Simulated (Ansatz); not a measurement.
## BN (F-43m): phonons and vibrational spectra

Aim: the vibrations of BN (F-43m), their spectra, and whether the structure is stable.

Method: DFT PBE+D3(BJ), scalar-relativistic, plane waves, PAW, in Ansatz 0.2.0.

**What experiment says.**

For BN, zinc blende (micron-sized single crystals selected from powder, 295 K), “Equation of state of cubic boron nitride at high pressures and temperatures” (2007, arxiv:cond-mat/0702656) gives, by single-crystal x-ray diffraction: lattice constant a (a at ambient conditions) 3.6152 ± 0.0002 Å.

For BN, zinc blende (cubic) (commercial high-pressure high-temperature grown grain, about 200 um), “Strong Confinment of optical fields using localised surface phonon polaritons in cubic Boron Nitride” (2018, arxiv:1812.11146) gives, by Raman scattering, 488 nm excitation: Raman mode (TO phonon at Gamma) 1056 cm⁻¹.

### Step 1. Set-up

It takes space group F-43m (No. 216, cubic). Conventional cell: a = 3.626 Å, b = 3.626 Å, c = 3.626 Å, α = 90.00°, β = 90.00°, γ = 90.00°. Nearest to B lie 4 N at 1.57 Å. Nearest to N lie 4 B at 1.57 Å. Farther neighbours and most contacts between anions are not listed.

Structure file:

```cif
data_structure
_symmetry_space_group_name_H-M 'F-43m'
_symmetry_Int_Tables_number 216
_cell_length_a 3.6260
_cell_length_b 3.6260
_cell_length_c 3.6260
_cell_angle_alpha 90.000
_cell_angle_beta 90.000
_cell_angle_gamma 90.000
_cell_volume 47.67
loop_
_atom_site_label
_atom_site_type_symbol
_atom_site_symmetry_multiplicity
_atom_site_Wyckoff_symbol
_atom_site_fract_x
_atom_site_fract_y
_atom_site_fract_z
_atom_site_occupancy
B1 B 4 a 0.00000 0.00000 0.00000 1
N1 N 4 c 0.25000 0.25000 0.25000 1
```

### Step 2. Bringing the structure to rest

The cell and atoms are relaxed, since residual forces and stress would shift the frequencies.

Input file input.yaml:

```yaml
crystal:
  lattice:
    - [0.0, 1.813001, 1.813001]
    - [1.813001, 0.0, 1.813001]
    - [1.813001, 1.813001, 0.0]
  atoms:
    - { symbol: B, position: [0.0, 0.0, 0.0] }
    - { symbol: "N", position: [0.75, 0.75, 0.75] }
kpoints:
  mp_grid: { grid: [10, 10, 10] }
hamiltonian:
  xc: pbe
  dispersion: d3bj
scf:
  occupations: { method: gaussian, width: 0.02 }
output:
  forces: true
  stress: true
  eigenvalues: true
relax:
  adjacent_minimum: "off"
  f_tol: 0.005
  max_steps: 80
  cell: { stress_tol: 0.05 }
```

Command:

```sh
ansatz run input.yaml --threads 4 --pin off --max-ram 7168MiB --backend cpu --events-out ev --progress --plain --runs-dir out
```

Numbers of over 12 decimals in the logs are rounded to 6 here.

The log of the run:

```text
Engine: ansatz 0.2.0, x86_64-unknown-linux-gnu
Pseudopotentials: kind: paw
Pseudopotential: B, paw, valence charge 3, recommended cutoff 420 eV (normal), B.paw.azcp
Pseudopotential: N, paw, valence charge 5, recommended cutoff 420 eV (normal), N.paw.azcp
Functional definition: PBE
  parameter kappa = 0.804
  parameter beta = 0.066725
  exchange = pbe_x(kappa = kappa, mu = beta*pi^2/3)
  correlation = pbe_c(beta = beta)
Crystal: 2 atoms, lattice volume = 11.919 Å³
Basis set: ecut = 420 eV, 259 PW (Γ), exchange–correlation on 36×36×36 points (8 copies of the dense FFT grid, shifted against one another)
Bands: 8, of which v1, the nominal top of the filled ones, is band 4 counted from 1 (3 counted from 0)
Symmetry: 24 space group operations
Space group: F-43m (ITA 216), of the structure as read, at distance tolerance 2.3e-5 Å
k-points: 47 of 1000 (time reversal used)
Non-local potential: B, projectors of the file, l = 0: 2, l = 1: 2, l = 2: 1
Non-local potential: N, projectors of the file, l = 0: 2, l = 1: 2, l = 2: 1
PAW form: soft (Blöchl's): semilocal exchange-correlation on the pseudo side does not see the compensation charge
PAW one-centre angular grid: B, 110 points (default); XC on 64 Gauss nodes
PAW one-centre angular grid: N, 110 points (default); XC on 64 Gauss nodes
Initial density: superposition of atomic densities (neutral atoms: chi_scale 0, normalization atom), corrected by the library's trained network
Initial wavefunctions: pseudopotential atomic-orbital guess
Functional: x = pbe(κ = 0.804, μ = 0.219515), c = pbe(β = 0.066725)
SCF iter   1: F=—  HF=-542.690319 eV  |F-HF|=—  |Δ(HF+E_count)|=         —  Δρ=1.61e-3  dr2=1.68e-4  ethr=1.77e-3  ⟨swp⟩=4.9  Hψ=2434  notcnv=0
preconditioner: auto → none  [insulator: Δε(μ)=4.466 eV  Ē_g=19.881 eV  σ=0.020 eV  W_gap=1.00  n_scr=0 (ndim 8)  ℏωp=30.4 eV  f_vac=0.000  D(μ)=0.00/eV (n_scr^D=0)  ε∞_Penn≈3.3]
SCF iter   2: F=—  HF=-542.690450 eV  |F-HF|=—  |Δ(HF+E_count)|=   1.31e-4  Δρ=8.34e-4  dr2=2.35e-5  ethr=2.10e-6  ⟨swp⟩=2.1  Hψ=935  notcnv=0
SCF iter   3: F=—  HF=-542.690493 eV  |F-HF|=—  |Δ(HF+E_count)|=   4.28e-5  Δρ=3.67e-4  dr2=5.64e-6  ethr=2.94e-7  ⟨swp⟩=2.2  Hψ=543  notcnv=0
iter 4 did not close the SCF: its close was put off for the readings that it lacked (scf_convergence_deferred on its scf_iter line)
SCF iter   4: F=-542.690507 eV  HF=-542.690507 eV  |F-HF|=1.89e-8  |Δ(HF+E_count)|=   1.37e-5  Δρ=2.37e-5  dr2=2.10e-8  ethr=7.05e-8  ⟨swp⟩=2.3  Hψ=543  notcnv=0
iter 5 did not close the SCF: its close was put off for the readings that it lacked (scf_convergence_deferred on its scf_iter line)
SCF iter   5: F=-542.690507 eV  HF=-542.690507 eV  |F-HF|=5.16e-9  |Δ(HF+E_count)|=   1.87e-8  Δρ=8.25e-6  dr2=2.11e-9  ethr=2.63e-10  ⟨swp⟩=2.3  Hψ=502  notcnv=0
SCF iter   6: F=-542.690507 eV  HF=-542.690507 eV  |F-HF|=1.48e-11  |Δ(HF+E_count)|=   5.77e-9  Δρ=4.22e-7  dr2=9.34e-12  ethr=2.63e-11  ⟨swp⟩=1.3  Hψ=1128  notcnv=0
SCF 1 converged in 6 iterations: F = -542.690507 eV  dr2 = 9.34e-12
  greatest PAW one-centre occupation: 0.786 electrons in one spin orbital (limit 2), on the N atom at site 1 (counted from 0), in its partial waves of l = 0
relax step   1: F+E_penalty+E_count = -542.69050659 eV  Δ(F+E_penalty+E_count) = +0.000e0 eV  max|allowed force component| = 4.302e-16 eV/Å  Δτ_max = 0.0000 Å  P = -5.970 GPa  Ω = 11.919 Å³  (6 SCF iters, dr2 threshold 1.00e-7 eV, accepted)
Crystal: 2 atoms, lattice volume = 11.810 Å³
Initial density: handed on by an earlier stage of this run
Initial wavefunctions: those handed on with the density
iter 1 solved again at ethr=6.56e-6 eV; its pass at ethr=3.10e-3 eV (dr2=5.25e-4 eV) is discarded
SCF iter   1: F=—  HF=-542.694271 eV  |F-HF|=—  |Δ(HF+E_count)|=         —  Δρ=2.24e-3  dr2=5.11e-4  ethr=6.56e-6  ⟨swp⟩=1.0  Hψ=2711  notcnv=0
preconditioner: auto → none  [insulator: Δε(μ)=4.488 eV  Ē_g=20.014 eV  σ=0.020 eV  W_gap=1.00  n_scr=0 (ndim 8)  ℏωp=30.6 eV  f_vac=0.000  D(μ)=0.00/eV (n_scr^D=0)  ε∞_Penn≈3.3]
SCF iter   2: F=—  HF=-542.694136 eV  |F-HF|=—  |Δ(HF+E_count)|=   1.36e-4  Δρ=8.37e-4  dr2=6.21e-5  ethr=6.38e-6  ⟨swp⟩=2.6  Hψ=672  notcnv=0
SCF iter   3: F=—  HF=-542.694128 eV  |F-HF|=—  |Δ(HF+E_count)|=   7.73e-6  Δρ=2.90e-4  dr2=8.80e-6  ethr=7.77e-7  ⟨swp⟩=2.0  Hψ=517  notcnv=0
SCF iter   4: F=-542.694128 eV  HF=-542.694128 eV  |F-HF|=7.18e-8  |Δ(HF+E_count)|=   4.66e-7  Δρ=4.53e-5  dr2=8.47e-8  ethr=2.50e-9  ⟨swp⟩=3.8  Hψ=2014  notcnv=0
SCF 2 converged in 4 iterations: F = -542.694128 eV  dr2 = 8.47e-8
  greatest PAW one-centre occupation: 0.787 electrons in one spin orbital (limit 2), on the N atom at site 1 (counted from 0), in its partial waves of l = 0
relax step   2: F+E_penalty+E_count = -542.69412774 eV  Δ(F+E_penalty+E_count) = -3.621e-3 eV  max|allowed force component| = 1.926e-16 eV/Å  Δτ_max = 0.0000 Å  P = -2.515 GPa  Ω = 11.810 Å³  energy of the carried Pulay correction = +7.265e-4 eV  (4 SCF iters, dr2 threshold 2.00e-7 eV, accepted)
Crystal: 2 atoms, lattice volume = 11.732 Å³
iter 1 solved again at ethr=3.48e-6 eV; its pass at ethr=3.10e-3 eV (dr2=2.78e-4 eV) is discarded
SCF iter   1: F=—  HF=-542.695332 eV  |F-HF|=—  |Δ(HF+E_count)|=         —  Δρ=1.63e-3  dr2=2.71e-4  ethr=3.48e-6  ⟨swp⟩=1.0  Hψ=2670  notcnv=0
preconditioner: auto → none  [insulator: Δε(μ)=4.490 eV  Ē_g=20.109 eV  σ=0.020 eV  W_gap=1.00  n_scr=0 (ndim 8)  ℏωp=30.7 eV  f_vac=0.000  D(μ)=0.00/eV (n_scr^D=0)  ε∞_Penn≈3.3]
SCF iter   2: F=—  HF=-542.695263 eV  |F-HF|=—  |Δ(HF+E_count)|=   6.93e-5  Δρ=6.17e-4  dr2=3.30e-5  ethr=3.38e-6  ⟨swp⟩=2.4  Hψ=571  notcnv=0
SCF iter   3: F=—  HF=-542.695260 eV  |F-HF|=—  |Δ(HF+E_count)|=   3.06e-6  Δρ=2.15e-4  dr2=4.75e-6  ethr=4.13e-7  ⟨swp⟩=1.9  Hψ=501  notcnv=0
SCF iter   4: F=-542.695260 eV  HF=-542.695260 eV  |F-HF|=4.19e-8  |Δ(HF+E_count)|=   6.61e-8  Δρ=3.38e-5  dr2=4.64e-8  ethr=2.50e-9  ⟨swp⟩=3.8  Hψ=1918  notcnv=0
SCF 3 converged in 4 iterations: F = -542.695260 eV  dr2 = 4.64e-8
  greatest PAW one-centre occupation: 0.788 electrons in one spin orbital (limit 2), on the N atom at site 1 (counted from 0), in its partial waves of l = 0
relax step   3: F+E_penalty+E_count = -542.69525959 eV  Δ(F+E_penalty+E_count) = -1.132e-3 eV  max|allowed force component| = 1.324e-16 eV/Å  Δτ_max = 0.0000 Å  P = +0.045 GPa  Ω = 11.732 Å³  energy of the carried Pulay correction = +1.251e-3 eV  (4 SCF iters, dr2 threshold 2.00e-7 eV, accepted)
[...]
relax step   4: F+E_penalty+E_count = -542.69406609 eV  Δ(F+E_penalty+E_count) = +1.193e-3 eV  max|allowed force component| = 1.232e-16 eV/Å  Δτ_max = 0.0000 Å  P = -0.131 GPa  Ω = 11.732 Å³  stress off target by 1.31e-1 GPa  SCF on the basis re-selected at this cell (its energy is not comparable with the rows above)  (5 SCF iters)
[...]
relax step   5: F+E_penalty+E_count = -542.69409415 eV  Δ(F+E_penalty+E_count) = -2.806e-5 eV  max|allowed force component| = 1.486e-16 eV/Å  Δτ_max = 0.0000 Å  P = -0.001 GPa  Ω = 11.728 Å³  energy of the carried Pulay correction = +2.645e-5 eV  (3 SCF iters, dr2 threshold 4.26e-8 eV, accepted)
iter 1 solved again at ethr=5.90e-9 eV; its pass at ethr=3.10e-3 eV (dr2=4.72e-7 eV) is discarded
SCF iter   1: F=—  HF=-542.694031 eV  |F-HF|=—  |Δ(HF+E_count)|=         —  Δρ=1.28e-5  dr2=1.18e-8  ethr=5.90e-9  ⟨swp⟩=3.0  Hψ=3638  notcnv=0
preconditioner: auto → none  [insulator: Δε(μ)=4.479 eV  Ē_g=20.112 eV  σ=0.020 eV  W_gap=1.00  n_scr=0 (ndim 8)  ℏωp=30.7 eV  f_vac=0.000  D(μ)=0.00/eV (n_scr^D=0)  ε∞_Penn≈3.3]
SCF iter   2: F=—  HF=-542.694033 eV  |F-HF|=—  |Δ(HF+E_count)|=   2.72e-6  Δρ=6.22e-6  dr2=2.15e-9  ethr=1.48e-10  ⟨swp⟩=1.7  Hψ=455  notcnv=0
SCF iter   3: F=—  HF=-542.694033 eV  |F-HF|=—  |Δ(HF+E_count)|=  6.75e-10  Δρ=1.73e-6  dr2=2.94e-10  ethr=2.69e-11  ⟨swp⟩=2.0  Hψ=557  notcnv=0
SCF iter   4: F=-542.694033 eV  HF=-542.694033 eV  |F-HF|=3.07e-12  |Δ(HF+E_count)|=  5.75e-11  Δρ=3.44e-7  dr2=4.43e-12  ethr=1.00e-12  ⟨swp⟩=3.8  Hψ=1559  notcnv=0
SCF 6 converged in 4 iterations: F = -542.694033 eV  dr2 = 4.43e-12
relax step   6: F+E_penalty+E_count = -542.69403340 eV  Δ(F+E_penalty+E_count) = +6.075e-5 eV  max|allowed force component| = 1.428e-16 eV/Å  Δτ_max = 0.0000 Å  P = -0.005 GPa  Ω = 11.728 Å³  stress off target by 5.47e-3 GPa  SCF on the basis re-selected at this cell (its energy is not comparable with the rows above)  (4 SCF iters)
basis re-selected at this cell: Δ(F+E_penalty+E_count) = +6.075e-5 eV, ΔP = -0.005 GPa vs the last step (what re-selecting the basis moved, of the pressure what is left beyond the Pulay correction that the steps carried, after the strain that the cell walked since its last selection, with what the two solves' SCF thresholds leave and, on support functions, any second-order correction that the steps lacked; it is no m [...]
SCF converged after 4 iterations
Free energy (F): -542.694033 eV
Harris-Foulkes:  -542.694033 eV  (|F-HF|=3.07e-12)
Internal energy: -542.694033 eV  (E = F + TS)
E sigma→0 (E₀):  -542.694033 eV
Fermi energy:    13.532837 eV
--- Per-component energies (eV) ---
  E_band       = 27.068022
  E_kinetic    = 186.037674
  E_local      = -174.608807  (includes V_loc(G=0)·N_el)
  E_nonlocal   = 56.643654
  E_hartree    = 48.926255
  E_xc         = -93.551066
  E_vxc        = -116.367554  (∫ρ·V_xc dr)
  E_paw        = -206.494001  (= ΣΔE_a)
  E_vpaw       = -22.489571  (= ΣTr[D̂ρ^β])
  E_aug_tail   = 0.000104  (compensation charges beyond the density's cutoff)
  E_ewald      = -359.226455
  E_disp       = -0.421391  (pairwise vdW)
  E_smearing   = -0.000000  (= −TS)
  E_closure    = 0.000000  (closes the sum)
  Σ components = -542.694033   (vs F -542.694033, Δ=0.00e0)
--- Forces (eV/Å), atoms counted from 1 ---
  atom   1  B     -0.00000000     0.00000000     0.00000000
  atom   2  N      0.00000000     0.00000000     0.00000000
  max |Σ_I F_I| component: 3.06e-16 eV/Å
--- Stress (GPa, compression-positive) ---
       -0.005472       0.000000       0.000000
        0.000000      -0.005472      -0.000000
        0.000000       0.000000      -0.005472
  P = ⅓ Tr σ = -0.0055 GPa (-0.055 kbar)
--- Band table (eV; the first three rows and the last of 47) ---
  k-point 0: bands = ["-9.0186", "11.2931", "11.2931", "11.2931", "20.1578", "20.1578", "20.1578", "21.7293"]
  k-point 1: bands = ["-8.7739", "10.0196", "11.0387", "11.0387", "20.4394", "20.5445", "20.5445", "22.5212"]
  k-point 2: bands = ["-8.0538", "7.2902", "10.4637", "10.4637", "20.8246", "21.3436", "21.3436", "24.1808"]
  k-point 46: bands = ["-3.1071", "3.3514", "4.6653", "4.8764", "20.0934", "24.3815", "25.4965", "27.4083"]
--- Relaxed structure (4 steps of the walk, 4 accepted, 2 SCFs on fresh bases) ---
  F+E_penalty+E_count = -542.69403340 eV   max|allowed force component| = 1.428e-16 eV/Å   (the final SCF, on the basis selected at the relaxed cell)
  cell:  # Å, volume = 11.7276 Å³
    - [0, 1.803264, 1.803264]
    - [1.803264, 0, 1.803264]
    - [1.803264, 1.803264, 0]
  atoms:
    - { symbol: B, position: [0, 0, 0] }
    - { symbol: N, position: [0.75, 0.75, 0.75] }
```

Run time: 4.2 s. Hardware: 4 threads of Intel Xeon 6975P-C (Granite Rapids), shared host; peak memory 0.32 GiB.

The steps of the relaxation:

| step | energy less that of the first step (eV) | largest force component (eV/Å) | pressure (GPa) | volume (Å³) |
| --- | --- | --- | --- | --- |
| 1 | 0.0000 | 0.0000 | -5.97 | 11.92 |
| 2 | -0.0036 | 0.0000 | -2.52 | 11.81 |
| 3 | -0.0048 | 0.0000 | 0.05 | 11.73 |
| 4* | -0.0036 | 0.0000 | -0.13 | 11.73 |
| 5 | -0.0036 | 0.0000 | 0.00 | 11.73 |
| 6* | -0.0035 | 0.0000 | -0.01 | 11.73 |

Relaxation steps marked * repeat the geometry before them on a plane-wave basis chosen anew for their cell, so energy and pressure can jump there.

The run keeps the 24 symmetry operations that it works with, so distortions that break them were not tested.

```
conventional cell, symmetrised  before  after  change
                         a (Å)   3.626  3.607  -0.5 %
                         b (Å)   3.626  3.607  -0.5 %
                         c (Å)   3.626  3.607  -0.5 %
              volume (Å³/atom)    5.96   5.86  -1.6 %
```

The relaxed structure:

```xyz
2
Lattice="0.0000 1.8033 1.8033 1.8033 0.0000 1.8033 1.8033 1.8033 0.0000" Properties=species:S:1:pos:R:3 pbc="T T T"
B     0.0000    0.0000    0.0000
N     2.7049    2.7049    2.7049
```

Numbers from this step:

```
pressure           : -0.005472 GPa
gap on the k-mesh  : 4.479 eV
volume per atom    : 5.864 Å³
direct gap on mesh : 8.865 eV
```

In this step the volume went from 5.96 to 5.86 Å³/atom.

### Step 3. Tight relaxation

Phonons need a cell at rest on their own settings, so the relaxation is repeated with tight tolerances on forces and stress, using the mesh and the filling of the phonon run that follows.

Input file input.yaml:

```yaml
crystal:
  lattice:
    - [0.0, 1.8032643345, 1.8032643345]
    - [1.8032643345, 0.0, 1.8032643345]
    - [1.8032643345, 1.8032643345, 0.0]
  atoms:
    - { symbol: B, position: [0.0, 0.0, 0.0] }
    - { symbol: "N", position: [0.75, 0.75, 0.75] }
kpoints:
  mp_grid: { grid: [12, 12, 12] }
hamiltonian:
  xc: pbe
  dispersion: d3bj
scf:
  occupations: { method: fixed }
output:
  forces: true
  stress: true
  eigenvalues: true
relax:
  adjacent_minimum: "off"
  f_tol: 0.001
  max_steps: 60
  cell: { stress_tol: 0.01 }
```

The log of the run:

```text
[...]
Crystal: 2 atoms, lattice volume = 11.728 Å³
Basis set: ecut = 420 eV, 259 PW (Γ), exchange–correlation on 36×36×36 points (8 copies of the dense FFT grid, shifted against one another)
Bands: 8, of which v1, the nominal top of the filled ones, is band 4 counted from 1 (3 counted from 0)
Symmetry: 24 space group operations
[...]
k-points: 72 of 1728 (time reversal used)
[...]
P = ⅓ Tr σ = -0.0079 GPa (-0.079 kbar)
--- Band table (eV; the first three rows and the last of 72) ---
[...]
--- Relaxed structure (1 steps of the walk, 1 accepted, 1 SCFs on fresh bases) ---
[...]
cell:  # Å, volume = 11.7276 Å³
    - [0.0, 1.8032643345, 1.8032643345]
    - [1.8032643345, 0.0, 1.8032643345]
    - [1.8032643345, 1.8032643345, 0.0]
  atoms:
    - { symbol: B, position: [0.0, 0.0, 0.0] }
    - { symbol: N, position: [0.750000, 0.750000, 0.750000] }
[key lines of the parts left out:]
SCF converged after 4 iterations
Free energy (F): -542.694147 eV
Fermi energy:    11.293132 eV
```

It took 1.7 s on 4 threads; peak memory 0.32 GiB.

Little changed from the start: no atom moved by 0.005 Å and no cell edge by 0.1 %.

Numbers from this step:

* pressure: -0.007910 GPa

The forces vanish by symmetry and the pressure is -0.008 GPa, within the tolerances set. The cell now holds 5.86 Å³/atom.

[end of part 1 of 3]

[Logs are printed without paths, hosts, clocks, repeated set-up lines and the standing remarks that a program may print on its own settings, such as how far it seeks lower states.]

[Hosts, paths, dates, database ids (printed as entryN), source tags and the programs' standing remarks are cut or masked in the printed files.]
